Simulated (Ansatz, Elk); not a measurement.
# Bonding as seen by X-rays: LuGaNiC

The structure of LuGaNiC used here is made up (a known structure type with other elements) and was relaxed beforehand with PBEsol. The aim is the Fourier transform of its all-electron density, F(hkl), set beside the sum over free spherical atoms that refinements use.

Program: Elk 11.2.3 (patched build). Level of theory: DFT, PBE, all-electron APW+lo, Dirac cores, scalar-relativistic bands, static density, no spin. Results are calculated unless marked as measured.

The structure was built from a prototype and need not be the compound's stable phase.

**1. The structure**

The structure is tetragonal, space group P4/nmm (No. 129). The conventional cell has a = 3.483 Å, b = 3.483 Å, c = 9.344 Å, α = 90.00°, β = 90.00°, γ = 90.00°. Nearest to Lu lie 5 C at 2.31 to 2.46 Å. Nearest to Ga lie 1 C at 1.93 Å and 4 Ni at 2.37 Å. Nearest to Ni lie 4 Ga at 2.37 Å and 4 Ni at 2.46 Å. Nearest to C lie 1 Ga at 1.93 Å and 5 Lu at 2.31 to 2.46 Å. Farther neighbours are not listed.

Coordinates:

```cif
data_structure
_symmetry_space_group_name_H-M 'P4/nmm:1'
_symmetry_Int_Tables_number 129
_cell_length_a 3.4830
_cell_length_b 3.4830
_cell_length_c 9.3435
_cell_angle_alpha 90.000
_cell_angle_beta 90.000
_cell_angle_gamma 90.000
_cell_volume 113.35
loop_
_atom_site_label
_atom_site_type_symbol
_atom_site_symmetry_multiplicity
_atom_site_Wyckoff_symbol
_atom_site_fract_x
_atom_site_fract_y
_atom_site_fract_z
_atom_site_occupancy
Lu1 Lu 2 c 0.50000 0.00000 0.12486 1
Ga1 Ga 2 c 0.00000 0.50000 0.32823 1
Ni1 Ni 2 b 0.50000 0.50000 0.50000 1
C1 C 2 c 0.50000 0.00000 0.87814 1
```

**2. Ground state and structure factors**

An all-electron density is needed, since X-rays see the cores too. Task 0 finds the density and task 195 Fourier-transforms it; tshift is off so that phases refer to the origin typed.

The input, elk.in:

```
tasks
  0
  195

xctype
  20

spinpol
  .false.

rgkmax
  7.0

gmaxvr
  14.0

lmaxo
  7

lmaxapw
  8

swidth
  0.002

tshift
  .false.

ramdisk
  .false.

hmaxvr
  5.5

maxscl
  120

epspot
  1e-06

sppath
  './'

avec
  6.58200357172 -0.00000000000 0.00000000000
  -0.00000000000 6.58200357172 0.00000000000
  -0.00000000000 0.00000000000 17.65668862885

atoms
  4
  'Lu.in'
  2
  0.5000000000 0.0000000000 0.1248598224   0.000000 0.000000 0.000000
  0.0000000000 0.5000000000 0.8751401776   0.000000 0.000000 0.000000
  'Ga.in'
  2
  -0.0000000000 0.5000000000 0.3282252531   0.000000 0.000000 0.000000
  0.5000000000 -0.0000000000 0.6717747469   0.000000 0.000000 0.000000
  'Ni.in'
  2
  0.5000000000 0.5000000000 0.5000000000   0.000000 0.000000 0.000000
  -0.0000000000 -0.0000000000 0.5000000000   0.000000 0.000000 0.000000
  'C.in'
  2
  0.5000000000 0.0000000000 0.8781411565   0.000000 0.000000 0.000000
  -0.0000000000 0.5000000000 0.1218588435   0.000000 0.000000 0.000000

ngridk
  7 7 3
```

The run is started by

```
> OMP_NUM_THREADS=4 elk
```

Numbers of over 12 decimals in the logs are rounded to 6 here.

The program printed:

```text
┌─────────────────────────┐
│ Elk code version 11.2.3 │
└─────────────────────────┘

All units are atomic (Hartree, Bohr, etc.)

┌─────────────────────────────────────────────────┐
│ Ground-state run starting from atomic densities │
└─────────────────────────────────────────────────┘

Lattice vectors :
   6.582003572      -0.000000000       0.000000000
  -0.000000000       6.582003572       0.000000000
  -0.000000000       0.000000000       17.65668863

Reciprocal lattice vectors :
  0.9546007137       0.000000000       0.000000000
   0.000000000      0.9546007137       0.000000000
  -0.000000000      -0.000000000      0.3558529824

Unit cell volume      :    764.9366784
Brillouin zone volume :   0.3242754864

Muffin-tin inner radius fraction :   0.1000000000E-01

Nuclei treated as point charges

Species : 1 (Lu)
 parameters loaded from : Lu.in
 name : lutetium
 nuclear charge    :   -71.00000000
 electronic charge :    71.00000000
 atomic mass :    318945.3298
 muffin-tin radius :    2.778102308
 number of radial points in muffin-tin :   1393
 inner part over the whole radius :   0.9984642708E-02
 number on inner part of muffin-tin    :    999
 approximate nuclear radius :   0.9954169502E-04
 number of mesh points to nuclear radius :    517
 atomic positions (lattice), magnetic fields (Cartesian) :
  1 :   0.50000000  0.00000000  0.12485982    0.00000000  0.00000000  0.00000000
  2 :   0.00000000  0.50000000 -0.12485982    0.00000000  0.00000000  0.00000000

Species : 2 (Ga)
 parameters loaded from : Ga.in
 name : gallium
 nuclear charge    :   -31.00000000
 electronic charge :    31.00000000
 atomic mass :    127097.2539
 muffin-tin radius :    2.053569964
 number of radial points in muffin-tin :    993
 inner part over the whole radius :   0.9939716286E-02
 number on inner part of muffin-tin    :    699
 approximate nuclear radius :   0.7562051033E-04
 number of mesh points to nuclear radius :    342
 atomic positions (lattice), magnetic fields (Cartesian) :
  1 :   0.00000000  0.50000000  0.32822525    0.00000000  0.00000000  0.00000000
  2 :   0.50000000  0.00000000 -0.32822525    0.00000000  0.00000000  0.00000000

Species : 3 (Ni)
 parameters loaded from : Ni.in
 name : nickel
 nuclear charge    :   -28.00000000
 electronic charge :    28.00000000
 atomic mass :    106991.5231
 muffin-tin radius :    2.302089680
 number of radial points in muffin-tin :    993
 inner part over the whole radius :   0.9909680198E-02
 number on inner part of muffin-tin    :    700
 approximate nuclear radius :   0.7325707712E-04
 number of mesh points to nuclear radius :    335
 atomic positions (lattice), magnetic fields (Cartesian) :
  1 :   0.50000000  0.50000000  0.50000000    0.00000000  0.00000000  0.00000000
  2 :   0.00000000  0.00000000  0.50000000    0.00000000  0.00000000  0.00000000

Species : 4 (C)
 parameters loaded from : C.in
 name : carbon
 nuclear charge    :   -6.000000000
 electronic charge :    6.000000000
 atomic mass :    21894.16674
 muffin-tin radius :    1.528132355
 number of radial points in muffin-tin :    593
 inner part over the whole radius :   0.9943876782E-02
 number on inner part of muffin-tin    :    404
 approximate nuclear radius :   0.4747601631E-04
 number of mesh points to nuclear radius :    168
 atomic positions (lattice), magnetic fields (Cartesian) :
  1 :   0.50000000  0.00000000 -0.12185884    0.00000000  0.00000000  0.00000000
  2 :   0.00000000  0.50000000  0.12185884    0.00000000  0.00000000  0.00000000

Total number of atoms per unit cell :    8
Total muffin-tin volume :    384.2784896
 ratio of muffin-tin to unit cell volume :   0.5023664055

Spin treatment :
 spin-unpolarised

Number of Bravais lattice symmetries :   16
Number of crystal symmetries         :   16
Crystal has no inversion symmetry
Complex Hermitian eigensolver will be used

k-point grid :      7     7     3
k-point offset :    0.000000000       0.000000000       0.000000000
k-point set is reduced with full crystal symmetry group
[...]
Density of states at Fermi energy :    44.52048179
 (states/Hartree/unit cell)

Estimated indirect band gap :   0.8975819430E-03
 from k-point 18 to k-point 6
Estimated direct band gap   :   0.1702186917E-01
 at k-point 18

Charges :
 core                        :    156.0000000
 valence                     :    116.0000000
 interstitial                :    10.67158933
 muffin-tins (core leakage)
  species : 1 (Lu)
[...]
species : 2 (Ga)
[...]
species : 3 (Ni)
[...]
species : 4 (C)
[...]
total in muffin-tins        :    261.3284107
 total calculated charge     :    271.9842312
 total charge                :    272.0000000
 error                       :   0.1576878731E-01

RMS change in Kohn-Sham potential (target) :    1.359511491     (  0.1000000000E-05)
Absolute change in total energy (target)   :   0.3218527002     (  0.1000000000E-03)

[... loops 3 to 22 left out ...]

┌──────────────────┐
│ Loop number : 23 │
└──────────────────┘

Energies :
 Fermi                       :     0.286979
 sum of occupied eigenvalues :     -21830.657505079
 electron kinetic            :      39641.352792884
 core electron kinetic       :      38060.143818382
 Coulomb                     :     -74915.600985808
 Coulomb potential           :     -60304.862212575
 nuclear-nuclear             :     -3622.8221322265
 electron-nuclear            :     -82362.641843336
 Hartree                     :      11069.862989754
 Madelung                    :     -44763.169879520
 xc potential                :     -1167.1480853881
 exchange                    :     -879.55607433382
 correlation                 :     -14.641853573173
 electron entropic           :    -0.90125503735708E-03
 total energy                :     -36168.447022086

Density of states at Fermi energy :    64.02393492
 (states/Hartree/unit cell)

Estimated indirect band gap :   0.1435025550E-02
 from k-point 2 to k-point 12
Estimated direct band gap   :   0.9022082400E-02
 at k-point 12

Charges :
 core                        :    156.0000000
 valence                     :    116.0000000
 interstitial                :    11.53375578
 muffin-tins (core leakage)
  species : 1 (Lu)
[...]
species : 2 (Ga)
[...]
species : 3 (Ni)
[...]
species : 4 (C)
[...]
total in muffin-tins        :    260.4662442
 total calculated charge     :    271.9862068
 total charge                :    272.0000000
 error                       :   0.1379319495E-01

RMS change in Kohn-Sham potential (target) :   0.6093581392E-06 (  0.1000000000E-05)
Absolute change in total energy (target)   :   0.2916053199E-04 (  0.1000000000E-03)

Convergence targets achieved

┌──────────────────┐
│ Loop number : 24 │
└──────────────────┘

Energies :
 Fermi                       :     0.286980
 sum of occupied eigenvalues :     -21830.657491125
 electron kinetic            :      39641.352775505
 core electron kinetic       :      38060.143815452
 Coulomb                     :     -74915.600968787
 Coulomb potential           :     -60304.862209766
 nuclear-nuclear             :     -3622.8221322265
 electron-nuclear            :     -82362.641811574
 Hartree                     :      11069.862975013
 Madelung                    :     -44763.169863905
 xc potential                :     -1167.1480568637
 exchange                    :     -879.55607311740
 correlation                 :     -14.641853544534
 electron entropic           :    -0.90125504082673E-03
 total energy                :     -36168.447021200

Density of states at Fermi energy :    64.02396993
 (states/Hartree/unit cell)

Estimated indirect band gap :   0.1435068986E-02
 from k-point 2 to k-point 12
Estimated direct band gap   :   0.9022106946E-02
 at k-point 12

Charges :
 core                        :    156.0000000
 valence                     :    116.0000000
 interstitial                :    11.53375603
 muffin-tins (core leakage)
  species : 1 (Lu)
[...]
species : 2 (Ga)
[...]
species : 3 (Ni)
[...]
atom 2                    :    27.21918424     (  0.4772526462E-03)
  species : 4 (C)
   atom 1                    :    4.431773827     (  0.3883006682E-04)
   atom 2                    :    4.431773827     (  0.3883006682E-04)
 total in muffin-tins        :    260.4662440
 total calculated charge     :    271.9862068
 total charge                :    272.0000000
 error                       :   0.1379319515E-01

┌──────────────────────────────┐
│ Self-consistent loop stopped │
└──────────────────────────────┘

Warning : core states of species 2 leak from the muffin-tin :   0.4618054759E-02

Warning : core states of species 3 leak from the muffin-tin :   0.4772526462E-03

Wrote STATE.OUT
```

Wall time 91 s (4 threads of Arm Neoverse V2, shared host); peak memory 0.35 GiB.

SFACRHO.OUT:

```text

h k l indices transformed by vhmat matrix:
   1.000000000       0.000000000       0.000000000    
   0.000000000       1.000000000       0.000000000    
   0.000000000       0.000000000       1.000000000    

      h      k      l  multipl.   |H|            Re(F)            Im(F)           |F|

      0      0      0      1   0.0000000       272.00000     -0.48377973E-16   272.00000    
      0      0     -1      2  0.35585298       23.654491     -0.30188195E-13   23.654491    
      0      0     -2      2  0.71170596       20.923735      0.12108452E-12   20.923735    
     -1      0      0      4  0.95460071     -0.99521521E-15 -0.64977104E-13  0.64984725E-13
     -1      0      1      4   1.0187708     -0.28861241E-13  -35.848491       35.848491    
      0      1      1      4   1.0187708      0.37154701E-13   35.848491       35.848491    
      0      0     -3      2   1.0675589      -89.578085     -0.20999041E-12   89.578085    
     -1      0     -2      4   1.1907090     -0.24165069E-13   157.19522       157.19522    
      1      0      2      4   1.1907090     -0.24113235E-13  -157.19522       157.19522    
     -1     -1      0      4   1.3500093      -132.39734     -0.73510904E-13   132.39734    
      1      1      1      8   1.3961219      -109.65560      0.13203188E-12   109.65560    
      0      0     -4      2   1.4234119      -100.91415      0.14731258E-12   100.91415    
      0     -1     -3      4   1.4321119      0.48765545E-13  -82.771312       82.771312    
      0      1      3      4   1.4321119      0.48765545E-13   82.771312       82.771312    
     -1     -1     -2      8   1.5261227       67.959075      0.91891538E-13   67.959075    
      1      0     -4      4   1.7138740     -0.76299833E-13  -42.141613       42.141613    
      0      1     -4      4   1.7138740      0.76299833E-13   42.141613       42.141613    
      1      1     -3      8   1.7211064      -2.4046477     -0.72982449E-14   2.4046477
```

Elk indexes on the primitive cell of elk.in and gives |H| = 4π sin θ/λ in inverse bohr. Below, one row stands for each form hkl of the conventional cell (m members, Friedel mates merged), F is for one primitive cell and the density is static (no thermal factor). Free-atom factors are Waasmaier and Kirfel's, and R is Σm||F|−|F'||/Σm|F|. Elk warned that it couldn't find a linearisation energy, which lowers the accuracy of some states in this run and its variants.

```
hkl   m  sin θ/λ (Å⁻¹)  abs F, DFT  neutral atoms   diff.  abs of complex diff.
001   2          0.053      23.654         23.621  +0.034                 0.034
002   2          0.107      20.924         20.224  +0.699                 0.699
100   4          0.144       0.000          0.000  +0.000                 0.000
101   8          0.153      35.849         36.459  -0.611                 0.611
003   2          0.161      89.578         88.657  +0.921                 0.921
102   8          0.179     157.195        158.046  -0.851                 0.851
110   4          0.203     132.397        132.390  +0.007                 0.007
111   8          0.210     109.656        109.459  +0.197                 0.197
004   2          0.214     100.914        100.541  +0.373                 0.373
103   8          0.215      82.771         83.430  -0.659                 0.659
112   8          0.230      67.959         68.267  -0.308                 0.308
104   8          0.258      42.142         42.373  -0.232                 0.232
113   8          0.259       2.405          2.812  -0.408                 0.408
005   2          0.268     150.562        151.288  -0.726                 0.726
200   4          0.287     194.853        195.686  -0.833                 0.833
201   8          0.292      21.546         21.435  +0.110                 0.110
114   8          0.295     166.118        166.758  -0.640                 0.640
105   8          0.304      38.792         38.449  +0.343                 0.343
202   8          0.306      13.663         13.751  -0.087                 0.087
210   8          0.321       0.000          0.000  +0.000                 0.000
006   2          0.321      75.210         75.722  -0.513                 0.513
211  16          0.325      33.458         33.293  +0.166                 0.166
```

(Continued in part 2 of 2.)

[Logs are printed without paths, hosts, clocks, repeated set-up lines and the standing remarks that a program may print on its own settings, such as how far it seeks lower states.]

[Hosts, paths, dates, database ids (printed as entryN), source tags and the programs' standing remarks are cut or masked in the printed files.]
